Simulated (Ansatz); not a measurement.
# Work function of Pt(110): what the settings cost and change, part 2 of 2

How thick a slab and how much vacuum does the work function of Pt(110) need?

Ansatz 0.2.0; plane-wave DFT, PBE, Ansatz PAW.

So far, work function, upper face (eV): step 2 (run, setting 1 layer) 6.23; step 4 (slab, 3 atoms) 5.46; step 5 (run, 4 atoms) 5.34; step 6 (slab, 5 atoms) 5.28; step 7 (run, 6 atoms) 5.37.

## 8. Slab, 8 atoms

System of this step: Pt(110). The cell holds 8 atoms: 8 Pt. Its edges and angles: a = 3.920 Å, b = 2.772 Å, c = 27.702 Å, α = 90.0°, β = 90.0°, γ = 90.0°. Vacuum lies along c.

Contents of input.yaml:

```yaml
crystal:
  lattice:
    - [3.92, 0.0, 0.0]
    - [0.0, 2.7718585823, 0.0]
    - [0.0, 0.0, 27.7015050379]
  atoms:
    - { symbol: Pt, position: [0.5, 0.5, 0.3248920948] }
    - { symbol: Pt, position: [0.0, 0.0, 0.3749229248] }
    - { symbol: Pt, position: [0.5, 0.5, 0.4249537549] }
    - { symbol: Pt, position: [0.0, 0.0, 0.474984585] }
    - { symbol: Pt, position: [0.5, 0.5, 0.525015415] }
    - { symbol: Pt, position: [0.0, 0.0, 0.5750462451] }
    - { symbol: Pt, position: [0.5, 0.5, 0.6250770752] }
    - { symbol: Pt, position: [0.0, 0.0, 0.6751079052] }
kpoints:
  mp_grid: { grid: [11, 15, 1] }
hamiltonian:
  xc: pbe
scf:
  occupations: { method: fermi_dirac, width: 0.1 }
  convergence: { dr2_threshold: 1.0e-09 }
efield:
  axis: 3
  dipole_correction: true
  ramp_position: 0.97
  ramp_width: 0.06
output:
  write_potential: true
  write_density: true
  volumetric_format: npy
```

Launch:

```bash
$ ansatz run input.yaml --threads 2 --pin off --max-ram 3072MiB --backend cpu --events-out ev --progress --plain --runs-dir out
```

Numbers of over 12 decimals in the logs are rounded to 6 here.

Output:

```text
[...]
Crystal: 8 atoms, lattice volume = 300.996 Å³
Basis set: ecut = 420 eV, 5885 PW (Γ)
Bands: 87, of which v1, the nominal top of the filled ones, is band 72 counted from 1 (71 counted from 0)
Symmetry: 4 space group operations
k-points: 48 of 165
[...]
k-point 0: bands = [... 68 lower, 5.2563, 5.7410, 5.8912, 5.9615, 6.0934, 6.1065, 6.4008, 6.6064, ... 11 higher]
  k-point 1: bands = [... 68 lower, 5.3720, 5.6193, 5.9126, 5.9840, 5.9993, 6.0396, 6.3441, 6.5425, ... 11 higher]
  k-point 2: bands = [... 68 lower, 5.4081, 5.4092, 5.7632, 5.7757, 5.9091, 6.1778, 6.3957, 6.6134, ... 11 higher]
  k-point 47: bands = [... 68 lower, 6.1474, 6.2242, 6.4304, 6.4327, 6.7795, 7.3773, 8.7635, 9.2203, ... 11 higher]
[key lines of the parts left out:]
SCF converged after 13 iterations
Free energy (F): -100181.609240 eV
Fermi energy:    6.149319 eV
Dipole field:    D = -0.000000 V/Å  (p = -0.000001 e·Å, saw-weighted, corrected)
Work function:   Φ+ = 5.3315 eV   Φ− = 5.3315 eV
```

It took 5.2 min on 2 threads of Arm Neoverse N1, shared host; peak memory 1.4 GiB.

The work function is 5.332 eV, -0.035 eV from the run “6 layers”, at 1.8 times its CPU time.

## 9. Slab, 10 atoms

System of this step: Pt(110). The cell holds 10 atoms: 10 Pt. Its edges and angles: a = 3.920 Å, b = 2.772 Å, c = 30.473 Å, α = 90.0°, β = 90.0°, γ = 90.0°. Vacuum lies along c.

input.yaml, the sections that differ from step 8:

```yaml
crystal:
  lattice:
    - [3.92, 0.0, 0.0]
    - [0.0, 2.7718585823, 0.0]
    - [0.0, 0.0, 30.4733636201]
  atoms:
    - { symbol: Pt, position: [0.5, 0.5, 0.2953398946] }
    - { symbol: Pt, position: [0.0, 0.0, 0.340819918] }
    - { symbol: Pt, position: [0.5, 0.5, 0.3862999415] }
    - { symbol: Pt, position: [0.0, 0.0, 0.4317799649] }
    - { symbol: Pt, position: [0.5, 0.5, 0.4772599883] }
    - { symbol: Pt, position: [0.0, 0.0, 0.5227400117] }
    - { symbol: Pt, position: [0.5, 0.5, 0.5682200351] }
    - { symbol: Pt, position: [0.0, 0.0, 0.6137000585] }
    - { symbol: Pt, position: [0.5, 0.5, 0.659180082] }
    - { symbol: Pt, position: [0.0, 0.0, 0.7046601054] }
# kpoints, hamiltonian, scf, efield, output: as in step 8
```

Output:

```text
[...]
Crystal: 10 atoms, lattice volume = 331.114 Å³
Basis set: ecut = 420 eV, 6481 PW (Γ)
Bands: 108, of which v1, the nominal top of the filled ones, is band 90 counted from 1 (89 counted from 0)
Symmetry: 4 space group operations
k-points: 48 of 165
[...]
k-point 0: bands = [... 86 lower, 7.0699, 7.2346, 7.4439, 7.7010, 7.7435, 7.7919, 7.8052, 8.0747, ... 14 higher]
  k-point 1: bands = [... 86 lower, 7.0781, 7.3031, 7.3858, 7.5757, 7.6346, 7.7816, 7.8435, 7.9805, ... 14 higher]
  k-point 2: bands = [... 86 lower, 6.9423, 7.1794, 7.2855, 7.3811, 7.4905, 7.7878, 7.9556, 8.1345, ... 14 higher]
  k-point 47: bands = [... 86 lower, 7.8281, 7.8398, 8.0547, 8.0572, 8.1878, 8.8103, 9.8005, 10.2421, ... 14 higher]
[key lines of the parts left out:]
SCF converged after 13 iterations
Free energy (F): -125227.665308 eV
Fermi energy:    7.747707 eV
Dipole field:    D = -0.000000 V/Å  (p = -0.000000 e·Å, saw-weighted, corrected)
Work function:   Φ+ = 5.2852 eV   Φ− = 5.2852 eV
```

Run time: 5.5 min. Hardware: 2 threads; peak memory 1.8 GiB.

The work function is 5.285 eV, -0.046 eV from the run “8 layers”, at 1.5 times its CPU time.

## 10. Slab, 13 atoms

System of this step: Pt(110). The cell holds 13 atoms: 13 Pt. Its edges and angles: a = 3.920 Å, b = 2.772 Å, c = 34.631 Å, α = 90.0°, β = 90.0°, γ = 90.0°. Vacuum lies along c.

input.yaml, the sections that differ from step 9:

```yaml
crystal:
  lattice:
    - [3.92, 0.0, 0.0]
    - [0.0, 2.7718585823, 0.0]
    - [0.0, 0.0, 34.6311514935]
  atoms:
    - { symbol: Pt, position: [0.0, 0.0, 0.2598816271] }
    - { symbol: Pt, position: [0.5, 0.5, 0.299901356] }
    - { symbol: Pt, position: [0.0, 0.0, 0.3399210848] }
    - { symbol: Pt, position: [0.5, 0.5, 0.3799408136] }
    - { symbol: Pt, position: [0.0, 0.0, 0.4199605424] }
    - { symbol: Pt, position: [0.5, 0.5, 0.4599802712] }
    - { symbol: Pt, position: [0.0, 0.0, 0.5] }
    - { symbol: Pt, position: [0.5, 0.5, 0.5400197288] }
    - { symbol: Pt, position: [0.0, 0.0, 0.5800394576] }
    - { symbol: Pt, position: [0.5, 0.5, 0.6200591864] }
    - { symbol: Pt, position: [0.0, 0.0, 0.6600789152] }
    - { symbol: Pt, position: [0.5, 0.5, 0.700098644] }
    - { symbol: Pt, position: [0.0, 0.0, 0.7401183729] }
# kpoints, hamiltonian, scf, efield, output: as in step 9
```

Output:

```text
[...]
Crystal: 13 atoms, lattice volume = 376.291 Å³
Basis set: ecut = 420 eV, 7363 PW (Γ)
Bands: 141, of which v1, the nominal top of the filled ones, is band 117 counted from 1 (116 counted from 0)
Symmetry: 4 space group operations
k-points: 48 of 165
[...]
k-point 1: bands = [... 113 lower, 9.0150, 9.2201, 9.3280, 9.4566, 9.4566, 9.6310, 9.7002, 9.7049, ... 20 higher]
  k-point 2: bands = [... 113 lower, 8.9002, 9.1567, 9.1666, 9.2587, 9.3289, 9.6368, 9.7205, 9.9200, ... 20 higher]
  k-point 47: bands = [... 113 lower, 9.6994, 9.7706, 9.8817, 9.9643, 9.9842, 10.5495, 11.1242, 11.5948, ... 20 higher]
[key lines of the parts left out:]
SCF converged after 12 iterations
Free energy (F): -162796.738328 eV
Fermi energy:    9.622598 eV
Dipole field:    D = 0.000000 V/Å  (p = 0.000000 e·Å, saw-weighted, corrected)
Work function:   Φ+ = 5.3105 eV   Φ− = 5.3105 eV
```

Elapsed: 8 min, on 2 threads; peak memory 2.6 GiB.

The work function is 5.310 eV, +0.025 eV from the run “10 layers”, at 1.6 times its CPU time.

## 11. Slab, 7 atoms

System of this step: Pt(110). The cell holds 7 atoms: 7 Pt. Its edges and angles: a = 3.920 Å, b = 2.772 Å, c = 18.316 Å, α = 90.0°, β = 90.0°, γ = 90.0°. Vacuum lies along c.

input.yaml, the sections that differ from step 10:

```yaml
crystal:
  lattice:
    - [3.92, 0.0, 0.0]
    - [0.0, 2.7718585823, 0.0]
    - [0.0, 0.0, 18.3155757468]
  atoms:
    - { symbol: Pt, position: [0.0, 0.0, 0.2729916913] }
    - { symbol: Pt, position: [0.5, 0.5, 0.3486611275] }
    - { symbol: Pt, position: [0.0, 0.0, 0.4243305638] }
    - { symbol: Pt, position: [0.5, 0.5, 0.5] }
    - { symbol: Pt, position: [0.0, 0.0, 0.5756694362] }
    - { symbol: Pt, position: [0.5, 0.5, 0.6513388725] }
    - { symbol: Pt, position: [0.0, 0.0, 0.7270083087] }
# kpoints, hamiltonian, scf, efield, output: as in step 10
```

Output:

```text
[...]
Crystal: 7 atoms, lattice volume = 199.011 Å³
Basis set: ecut = 420 eV, 3885 PW (Γ)
Bands: 76, of which v1, the nominal top of the filled ones, is band 63 counted from 1 (62 counted from 0)
Symmetry: 4 space group operations
k-points: 48 of 165
[...]
k-point 1: bands = [... 59 lower, 9.0961, 9.4262, 9.5582, 9.5768, 9.7089, 10.0849, 10.1334, 10.2407, ... 9 higher]
  k-point 2: bands = [... 59 lower, 8.8989, 9.4400, 9.4494, 9.4927, 9.5225, 10.0263, 10.2777, 10.3487, ... 9 higher]
  k-point 47: bands = [... 59 lower, 9.9240, 9.9345, 10.1223, 10.1582, 10.6255, 11.2624, 12.8328, 13.4200, ... 9 higher]
[key lines of the parts left out:]
SCF converged after 12 iterations
Free energy (F): -87658.589693 eV
Fermi energy:    9.890044 eV
Dipole field:    D = 0.000000 V/Å  (p = 0.000000 e·Å, saw-weighted, corrected)
Work function:   Φ+ = 5.2431 eV (in doubt: plateau slope 1.1e-2 eV/Å)   Φ− = 5.2436 eV
```

It took 5.1 min on 2 threads; peak memory 0.94 GiB; 3.4 min of CPU time.

The work function is 5.243 eV. The program marks this work function as in doubt.

## 12. Run, 7 atoms

The cell differs from the one that the last finished run ended in (c 18.316 → 22.316 Å).

input.yaml, the sections that differ from step 11:

```yaml
crystal:
  lattice:
    - [3.92, 0.0, 0.0]
    - [0.0, 2.7718585823, 0.0]
    - [0.0, 0.0, 22.3155757468]
  atoms:
    - { symbol: Pt, position: [0.0, 0.0, 0.3136822495] }
    - { symbol: Pt, position: [0.5, 0.5, 0.3757881664] }
    - { symbol: Pt, position: [0.0, 0.0, 0.4378940832] }
    - { symbol: Pt, position: [0.5, 0.5, 0.5] }
    - { symbol: Pt, position: [0.0, 0.0, 0.5621059168] }
    - { symbol: Pt, position: [0.5, 0.5, 0.6242118336] }
    - { symbol: Pt, position: [0.0, 0.0, 0.6863177505] }
# kpoints, hamiltonian, scf, efield, output: as in step 11
```

Output:

```text
[...]
Crystal: 7 atoms, lattice volume = 242.474 Å³
Basis set: ecut = 420 eV, 4711 PW (Γ)
Bands: 76, of which v1, the nominal top of the filled ones, is band 63 counted from 1 (62 counted from 0)
Symmetry: 4 space group operations
k-points: 48 of 165
[...]
k-point 0: bands = [... 59 lower, 6.4504, 6.6905, 6.7189, 7.0650, 7.1146, 7.3602, 7.3698, 7.6306, ... 9 higher]
  k-point 1: bands = [... 59 lower, 6.3840, 6.7140, 6.8458, 6.8643, 6.9965, 7.3725, 7.4196, 7.5282, ... 9 higher]
  k-point 2: bands = [... 59 lower, 6.1866, 6.7276, 6.7369, 6.7802, 6.8103, 7.3138, 7.5640, 7.6362, ... 9 higher]
  k-point 47: bands = [... 59 lower, 7.2115, 7.2220, 7.4098, 7.4458, 7.9131, 8.5499, 10.1204, 10.7075, ... 9 higher]
[key lines of the parts left out:]
SCF converged after 12 iterations
Free energy (F): -87658.589562 eV
Fermi energy:    7.177579 eV
Dipole field:    D = -0.000000 V/Å  (p = -0.000000 e·Å, saw-weighted, corrected)
Work function:   Φ+ = 5.2437 eV   Φ− = 5.2437 eV
```

Run time: 7.3 min. Hardware: 2 threads; peak memory 1.1 GiB.

The work function is 5.244 eV, +0.001 eV from the run “7 layers, 10 Å of vacuum”, at 1.2 times its CPU time.

## 13. Slab, 7 atoms (run 2)

The cell differs from the one that the last finished run ended in (c 22.316 → 34.316 Å).

input.yaml, the sections that differ from step 12:

```yaml
crystal:
  lattice:
    - [3.92, 0.0, 0.0]
    - [0.0, 2.7718585823, 0.0]
    - [0.0, 0.0, 34.3155757468]
  atoms:
    - { symbol: Pt, position: [0.0, 0.0, 0.3788367153] }
    - { symbol: Pt, position: [0.5, 0.5, 0.4192244769] }
    - { symbol: Pt, position: [0.0, 0.0, 0.4596122384] }
    - { symbol: Pt, position: [0.5, 0.5, 0.5] }
    - { symbol: Pt, position: [0.0, 0.0, 0.5403877616] }
    - { symbol: Pt, position: [0.5, 0.5, 0.5807755231] }
    - { symbol: Pt, position: [0.0, 0.0, 0.6211632847] }
# kpoints, hamiltonian, scf, efield, output: as in step 12
```

Output:

```text
[...]
Crystal: 7 atoms, lattice volume = 372.862 Å³
Basis set: ecut = 420 eV, 7287 PW (Γ)
Bands: 76, of which v1, the nominal top of the filled ones, is band 63 counted from 1 (62 counted from 0)
Symmetry: 4 space group operations
k-points: 48 of 165
[...]
k-point 0: bands = [... 59 lower, 2.1068, 2.3468, 2.3752, 2.7213, 2.7710, 3.0166, 3.0261, 3.2869, ... 9 higher]
  k-point 1: bands = [... 59 lower, 2.0404, 2.3703, 2.5021, 2.5207, 2.6528, 3.0288, 3.0759, 3.1845, ... 9 higher]
  k-point 2: bands = [... 59 lower, 1.8429, 2.3839, 2.3932, 2.4366, 2.4667, 2.9701, 3.2203, 3.2926, ... 9 higher]
  k-point 47: bands = [... 59 lower, 2.8678, 2.8783, 3.0662, 3.1021, 3.5694, 4.2063, 5.7767, 6.3639, ... 9 higher]
[key lines of the parts left out:]
SCF converged after 12 iterations
Free energy (F): -87658.589570 eV
Fermi energy:    2.833910 eV
Dipole field:    D = -0.000000 V/Å  (p = -0.000000 e·Å, saw-weighted, corrected)
Work function:   Φ+ = 5.2437 eV   Φ− = 5.2437 eV
```

Elapsed: 6.1 min, on 2 threads; peak memory 1.5 GiB; 6.3 min of CPU time.

The work function is 5.244 eV, +0.000 eV from the run “7 layers, 14 Å of vacuum”, at 1.5 times its CPU time.

## 14. The series together

Times are for 2 threads of Arm Neoverse N1, shared host. The series side by side:

| no. | setting | work function, upper face (eV) | time | memory (GiB) |
| --- | --- | --- | --- | --- |
| 1 | 1 layer | 6.230 | 30 s | 0.49 |
| 2 | 2 layers | 5.285 | 53 s | 0.52 |
| 3 | 3 layers | 5.457 | 85 s | 0.63 |
| 4 | 4 layers | 5.338 | 11 min | 0.74 |
| 5 | 5 layers | 5.283 | 12 min | 0.88 |
| 6 | 6 layers | 5.367 | 3.3 min | 1.1 |
| 7 | 8 layers | 5.332 | 5.2 min | 1.4 |
| 8 | 10 layers | 5.285 | 5.5 min | 1.8 |
| 9 | 13 layers | 5.310 | 8 min | 2.6 |
| 10 | 7 layers, 10 Å of vacuum | 5.243 | 5.1 min | 0.94 |
| 11 | 7 layers, 14 Å of vacuum | 5.244 | 7.3 min | 1.1 |
| 12 | 7 layers, 26 Å of vacuum | 5.244 | 6.1 min | 1.5 |

## 15. The same run with other settings

System of this step: Pt(110) monolayer. The cell holds 1 atom: 1 Pt. Its edges and angles: a = 3.920 Å, b = 2.772 Å, c = 18.000 Å, α = 90.0°, β = 90.0°, γ = 90.0°. Vacuum lies along c.

An input spoilt on purpose, to show how the run answers: it repeats the earlier run “1 layer” with efield.amplitude to 1.5, and scf.max_iter set to 100; its output block differs too.

input.yaml, the sections that differ from step 13:

```yaml
crystal:
  lattice:
    - [3.92, 0.0, 0.0]
    - [0.0, 2.7718585823, 0.0]
    - [0.0, 0.0, 18.0]
  atoms:
    - { symbol: Pt, position: [0.5, 0.5, 0.5] }
scf:
  occupations: { method: fermi_dirac, width: 0.1 }
  convergence: { dr2_threshold: 1.0e-09 }
  max_iter: 100
efield:
  axis: 3
  dipole_correction: true
  ramp_position: 0.97
  ramp_width: 0.06
  amplitude: 1.5
# kpoints, hamiltonian, output: as in step 13
```

Output:

```text
[...]
Crystal: 1 atoms, lattice volume = 195.582 Å³
Basis set: ecut = 420 eV, 3817 PW (Γ)
Bands: 13, of which v1, the nominal top of the filled ones, is band 9 counted from 1 (8 counted from 0)
Symmetry: 4 space group operations
k-points: 48 of 165
[...]
iter 1 solved again at ethr=2.38e-3 eV; its pass at ethr=3.10e-3 eV (dr2=4.29e-1 eV) is discarded
[...]
SCF iter  11: F=-12520.104133 eV  HF=-12520.104133 eV  |F-HF|=9.09e-11  |Δ(HF+E_count)|=   1.32e-9  Δρ=1.89e-7  dr2=6.73e-11  ethr=5.56e-12  p=0.255 e·Å  D=2.36e-1 V/Å  ΔV_dip=-4.25 eV  dr2_dipole=9.88e-12  V_vac-E_F(+/−)=16.05/1.84 eV  ⟨swp⟩=4.9  Hψ=2312  notcnv=0
[...]
SCF 1 converged in 11 iterations: F = -12520.104133 eV  dr2 = 6.73e-11
[...]
SCF converged after 11 iterations
Free energy (F): -12520.104133 eV
[...]
Internal energy: -12519.980141 eV  (E = F + TS)
E sigma→0 (E₀):  -12520.042137 eV
Entropy (-TS):   -0.123992 eV (-123.992 meV/atom)
Fermi energy:    -4.122829 eV
Dipole field:    D = 0.236250 V/Å  (p = 0.255353 e·Å, saw-weighted, corrected)
Work function:   not extracted (applied field tilts the vacuum); planar V_es + V_field profile in the machine report
[...]
--- Band table (eV; the first three rows and the last of 48) ---
  k-point 0: bands = [... 5 lower, -5.8761, -4.9379, -4.7308, -3.9174, -3.8863, -1.5664, -0.1528, 2.4162]
  k-point 1: bands = [... 5 lower, -5.8348, -4.9126, -4.7151, -4.0415, -4.0397, -1.4517, -0.0135, 2.5118]
  k-point 2: bands = [... 5 lower, -5.7163, -4.8413, -4.6705, -4.4174, -4.3616, -1.1430, 0.3703, 2.7949]
  k-point 47: bands = [... 5 lower, -6.0893, -4.5594, -4.3382, -3.8132, 0.1571, 2.3975, 3.0758, 4.6964]
```

Elapsed: 16 s, on 2 threads; peak memory 0.47 GiB; 32 s of CPU time.

In so strong a field the program warns of density in the ramp of the sawtooth; these numbers are not the system's.

## 16. What came out

```
work function, 1 layer                  : 6.230 eV
work function, 6 layers                 : 5.367 eV
work function, 13 layers                : 5.310 eV
work function, 7 layers, 10 Å of vacuum : 5.243 eV
```

The thickest slab gives 5.31 eV, and the settings tried spread the value from 5.24 to 6.23 eV. At 18 Å of vacuum, the slabs from 8 layers on stay within 0.03 eV of the thickest. Beyond two layers the value swings up and down with thickness, as is usual where quantum-well states cross the Fermi level; the levels were not examined here. Going from 10 to 26 Å of vacuum moves it by 0.001 eV. The program marks the value as in doubt in “7 layers, 10 Å of vacuum”. A compiled measured value is 5.53 eV (arxiv:1902.07811, 2019), but the real face reconstructs and these slabs don't, so it is no test of the method. The ladder's slabs use the tabulated experimental lattice constant (two decimals; a low-temperature value for the alkali metals). The main runs have no spin polarisation; a magnetic state could lie lower and would change these results. In 1 run of the series (7 layers, 10 Å of vacuum) the program warns that electrons reach the sawtooth's ramp, which makes dipole and work function less sure.

[Logs are printed without paths, hosts, clocks, repeated set-up lines and the standing remarks that a program may print on its own settings, such as how far it seeks lower states.]

[Hosts, paths, dates, database ids (printed as entryN), source tags and the programs' standing remarks are cut or masked in the printed files.]

[Maps of the electrostatic potential energy from Ansatz leave out the sawtooth potential of an applied field or a dipole correction, so their vacuum need not be flat; planar profiles and work functions include it.]
